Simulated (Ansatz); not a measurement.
# Direct or indirect: CuI (F-43m)

Space group F-43m (No. 216). a = 6.063 Å, b = 6.063 Å, c = 6.063 Å, α = 90.00°, β = 90.00°, γ = 90.00°
| atom | site | symmetry | x | y | z |
| --- | --- | --- | --- | --- | --- |
| I | 4a | -43m | 0.0000 | 0.0000 | 0.0000 |
| Cu | 4c | -43m | 0.2500 | 0.2500 | 0.2500 |

Method: Ansatz, PBE, independent particles, without spin-orbit coupling, line width 0.2 eV (Gaussian). The band structure gives a fundamental gap of 1.12 eV. The spectrum of vertical transitions near the edge:

```
E (eV)  Im ε, E ∥ xyz
  0.66           0.00
  0.78           0.00
  0.90           0.03
  1.02           0.12
  1.14           0.32
  1.26           0.57
  1.38           0.77
  1.50           0.89
  1.62           0.97
  1.74           1.04
  1.86           1.10
  1.98           1.17
  2.10           1.26
  2.22           1.37
  2.34           1.53
  2.46           1.79
```

Is the gap direct or indirect, and about where do vertical transitions set in?

Direct: the band path has its least direct gap at the fundamental one, 1.12 eV, and the curves rise from there. Lines are broadened by 0.2 eV, which spreads the edge.

[Logs are printed without paths, hosts, clocks, repeated set-up lines and the standing remarks that a program may print on its own settings, such as how far it seeks lower states.]
